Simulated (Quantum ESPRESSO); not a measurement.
## The states of the two spins in FeP

Wanted: the exchange-split electronic structure of FeP.

Main program and level: Quantum ESPRESSO 7.5; PBEsol; plane waves with GBRV 1.5 PBEsol potentials, no spin-orbit coupling.

## Step 1: Set-up

The structure is orthorhombic, space group Pnma (No. 62). The conventional cell has a = 5.187 Å, b = 3.093 Å, c = 5.793 Å, α = 90.00°, β = 90.00°, γ = 90.00°. Nearest to Fe lie 6 P at 2.26 to 2.35 Å. Nearest to P lie 6 Fe at 2.26 to 2.35 Å. Farther neighbours are not listed.

As a file:

```cif
data_structure
_symmetry_space_group_name_H-M 'P 1'
_symmetry_Int_Tables_number 1
_cell_length_a 5.1870
_cell_length_b 3.0930
_cell_length_c 5.7930
_cell_angle_alpha 90.000
_cell_angle_beta 90.000
_cell_angle_gamma 90.000
_cell_volume 92.94
loop_
_atom_site_label
_atom_site_type_symbol
_atom_site_fract_x
_atom_site_fract_y
_atom_site_fract_z
_atom_site_occupancy
Fe1 Fe 0.99500 0.75000 0.20000 1
Fe2 Fe 0.00500 0.25000 0.80000 1
Fe3 Fe 0.50500 0.25000 0.70000 1
Fe4 Fe 0.49500 0.75000 0.30000 1
P5 P 0.81000 0.75000 0.57000 1
P6 P 0.19000 0.25000 0.43000 1
P7 P 0.69000 0.25000 0.07000 1
P8 P 0.31000 0.75000 0.93000 1
```

The cell comes from the Crystallography Open Database.

## Step 2: The magnetic state

This state came out lowest in a comparison of starts that is told elsewhere.

pw.in reads:

```
&CONTROL
  calculation = 'scf'
  prefix = 'pwscf'
  outdir = './tmp'
  pseudo_dir = './pseudo'
  disk_io = 'low'
/
&SYSTEM
  ibrav = 0
  celldm(1) = 8
  nat = 8
  ntyp = 3
  ecutwfc = 40
  ecutrho = 280
  nbnd = 59
  occupations = 'smearing'
  smearing = 'fd'
  degauss = 0.00734986
  nspin = 2
  starting_magnetization(1) = 0.175
  starting_magnetization(2) = -0.175
  starting_magnetization(3) = 0
/
&ELECTRONS
  conv_thr = 1.6d-08
  electron_maxstep = 150
  mixing_beta = 0.3
/
ATOMIC_SPECIES
Fe1    55.8450 fe_pbesol_v1.5.uspp.F.UPF
Fe2    55.8450 fe_pbesol_v1.5.uspp.F.UPF
P      30.9738 p_pbesol_v1.5.uspp.F.UPF
CELL_PARAMETERS alat
   1.2252511760542    0.0000000000000    0.0000000000000
   0.0000000000000    0.7306153629334    0.0000000000000
   0.0000000000000    0.0000000000000    1.3683979299946
ATOMIC_POSITIONS crystal
Fe1     0.9950000000    0.7500000000    0.2000000000
Fe2     0.0050000000    0.2500000000    0.8000000000
Fe1     0.5050000000    0.2500000000    0.7000000000
Fe2     0.4950000000    0.7500000000    0.3000000000
P       0.8100000000    0.7500000000    0.5700000000
P       0.1900000000    0.2500000000    0.4300000000
P       0.6900000000    0.2500000000    0.0700000000
P       0.3100000000    0.7500000000    0.9300000000
K_POINTS automatic
8 8 8 0 0 0
```

Command:

```
$ OMP_NUM_THREADS=1 mpirun -n 4 pw.x -nk 4 -in pw.in > pw.out
```

Output:

```text
Program PWSCF v.7.5 starts

     Message from routine setup:
     using ibrav=0 with symmetry is DISCOURAGED, use correct ibrav instead

     K-points division:     npool     =       4
     Subspace diagonalization in iterative solution of the eigenvalue problem:

     bravais-lattice index     =            0
     lattice parameter (alat)  =       8.0000  a.u.
     unit-cell volume          =     627.1859 (a.u.)^3
     number of atoms/cell      =            8
     number of atomic types    =            3
     number of electrons       =        84.00
     number of Kohn-Sham states=           59
     kinetic-energy cutoff     =      40.0000  Ry
     charge density cutoff     =     280.0000  Ry
     scf convergence threshold =      1.6E-08
     mixing beta               =       0.3000
     number of iterations used =            8  plain     mixing
     Exchange-correlation= SLA  PW   PSX  PSC
                           (   1   4  10   8   0   0   0)

     celldm(1)=   8.000000  celldm(2)=   0.000000  celldm(3)=   0.000000
     celldm(4)=   0.000000  celldm(5)=   0.000000  celldm(6)=   0.000000

     crystal axes: (cart. coord. in units of alat)
               a(1) = (   1.225251   0.000000   0.000000 )
               a(2) = (   0.000000   0.730615   0.000000 )
               a(3) = (   0.000000   0.000000   1.368398 )

     reciprocal axes: (cart. coord. in units 2 pi/alat)
               b(1) = (  0.816159  0.000000  0.000000 )
               b(2) = (  0.000000  1.368709  0.000000 )
               b(3) = (  0.000000  0.000000  0.730782 )

     PseudoPot. # 1 for Fe read from file:
     fe_pbesol_v1.5.uspp.F.UPF
     Pseudo is Ultrasoft + core correction, Zval = 16.0

     PseudoPot. # 2 for Fe read from file:
     fe_pbesol_v1.5.uspp.F.UPF
     Pseudo is Ultrasoft + core correction, Zval = 16.0

     PseudoPot. # 3 for P  read from file:
     p_pbesol_v1.5.uspp.F.UPF
     Pseudo is Ultrasoft + core correction, Zval =  5.0

     atomic species   valence    mass     pseudopotential
     Fe1              16.00    55.84500     Fe( 1.00)
     Fe2              16.00    55.84500     Fe( 1.00)
     P                 5.00    30.97380     P ( 1.00)

     Starting magnetic structure
     atomic species   magnetization
     Fe1             0.175
     Fe2            -0.175
     P               0.000

      4 Sym. Ops. (no inversion) found ( 3 have fractional translation)

   Cartesian axes

     site n.     atom                  positions (alat units)
         1        Fe1    tau(   1) = (   1.2191249   0.5479615   0.2736796  )
         2        Fe2    tau(   2) = (   0.0061263   0.1826538   1.0947183  )
         3        Fe1    tau(   3) = (   0.6187518   0.1826538   0.9578786  )
         4        Fe2    tau(   4) = (   0.6064993   0.5479615   0.4105194  )
         5        P      tau(   5) = (   0.9924535   0.5479615   0.7799868  )
         6        P      tau(   6) = (   0.2327977   0.1826538   0.5884111  )
         7        P      tau(   7) = (   0.8454233   0.1826538   0.0957879  )
         8        P      tau(   8) = (   0.3798279   0.5479615   1.2726101  )

     number of k points=   125  Fermi-Dirac smearing, width (Ry)=  0.0073

     Number of k-points >= 100: set verbosity='high' to print them.

     Dense  grid:    49609 G-vectors     FFT dimensions: (  54,  32,  60)

     Smooth grid:    21437 G-vectors     FFT dimensions: (  40,  24,  48)

     Check: negative core charge=   -0.000036
     Generating pointlists ...
     new r_m :   0.2204 (alat units)  1.7632 (a.u.) for type    1
     new r_m :   0.2204 (alat units)  1.7632 (a.u.) for type    2
     new r_m :   0.2204 (alat units)  1.7632 (a.u.) for type    3

     Initial potential from superposition of free atoms

     starting charge      79.9994, renormalised to      84.0000
     Starting wfcs are   68 randomized atomic wfcs

     Self-consistent Calculation

     iteration #  1     ecut=    40.00 Ry     beta= 0.30
     Davidson diagonalization with overlap
     ethr =  1.00E-02,  avg # of iterations =  4.9

     total energy              =   -1061.01496259 Ry
     estimated scf accuracy    <       6.89850255 Ry

     total magnetization       =    -0.00 Bohr mag/cell
     absolute magnetization    =     7.36 Bohr mag/cell

     iteration #  2     ecut=    40.00 Ry     beta= 0.30
     Davidson diagonalization with overlap
     ethr =  8.21E-03,  avg # of iterations =  2.2

     total energy              =   -1062.30604898 Ry
     estimated scf accuracy    <       6.87908681 Ry

     total magnetization       =     0.00 Bohr mag/cell
     absolute magnetization    =     5.01 Bohr mag/cell

     [... further iterations left out ...]

     iteration # 15     ecut=    40.00 Ry     beta= 0.30
     Davidson diagonalization with overlap
     ethr =  8.02E-10,  avg # of iterations =  2.2

     total energy              =   -1063.13074274 Ry
     estimated scf accuracy    <       0.00000005 Ry

     total magnetization       =     0.00 Bohr mag/cell
     absolute magnetization    =     3.05 Bohr mag/cell

     iteration # 16     ecut=    40.00 Ry     beta= 0.30
     Davidson diagonalization with overlap
     ethr =  6.47E-11,  avg # of iterations =  2.5

     Magnetic moment per site  (integrated on atomic sphere of radius R)
     atom   1 (R=0.220)  charge= 14.0798  magn=  0.6859
     atom   2 (R=0.220)  charge= 14.0798  magn= -0.6858
     atom   3 (R=0.220)  charge= 14.0798  magn=  0.6859
     atom   4 (R=0.220)  charge= 14.0798  magn= -0.6858
     atom   5 (R=0.220)  charge=  2.6262  magn=  0.0008
     atom   6 (R=0.220)  charge=  2.6263  magn= -0.0008
     atom   7 (R=0.220)  charge=  2.6262  magn=  0.0008
     atom   8 (R=0.220)  charge=  2.6263  magn= -0.0008

     End of self-consistent calculation

     Number of k-points >= 100: set verbosity='high' to print the bands.

     the Fermi energy is    15.9335 ev

!    total energy              =   -1063.13074280 Ry
     estimated scf accuracy    <       0.00000001 Ry
     smearing contrib. (-TS)   =      -0.00843167 Ry
     internal energy E=F+TS    =   -1063.12231113 Ry

     The total energy is F=E-TS. E is the sum of the following terms:
     one-electron contribution =    -593.08937412 Ry
     hartree contribution      =     345.06413946 Ry
     xc contribution           =    -139.88502086 Ry
     ewald contribution        =    -675.21205561 Ry

     total magnetization       =     0.00 Bohr mag/cell
     absolute magnetization    =     3.04 Bohr mag/cell

     convergence has been achieved in  16 iterations

=------------------------------------------------------------------------------=
   JOB DONE.
=------------------------------------------------------------------------------=
```

It took 3.5 min on 4 MPI ranks of Intel Xeon Platinum 8488C (Sapphire Rapids), shared host; peak memory 1.1 GiB; 14 min of CPU time.

Spin moment in the atom's sphere by atom:

| atom | spin moment in the atom's sphere (μB) |
| --- | --- |
| Fe1 | 0.686 |
| Fe2 | -0.686 |
| Fe3 | 0.686 |
| Fe4 | -0.686 |
| P5 | 0.001 |
| P6 | -0.001 |
| P7 | 0.001 |
| P8 | -0.001 |

Numbers from this step:

```yaml
smearing_term_ts: 0.1147 eV
magnetization: 0 μB
absolute_magnetization: 3.044 μB
final_state: antiferromagnetic
```

(Part 1 of 2 ends here.)

[Logs and program files are shortened in this print: banners, set-up blocks, solver, clock and traceback lines can be left out without a mark of their own.]

[Logs are printed without paths, hosts, clocks, repeated set-up lines and the standing remarks that a program may print on its own settings, such as how far it seeks lower states.]

[Hosts, paths, dates, database ids (printed as entryN), source tags and the programs' standing remarks are cut or masked in the printed files.]

[Where a cell is said to come from a database of computed structures, the database is the Materials Project.]
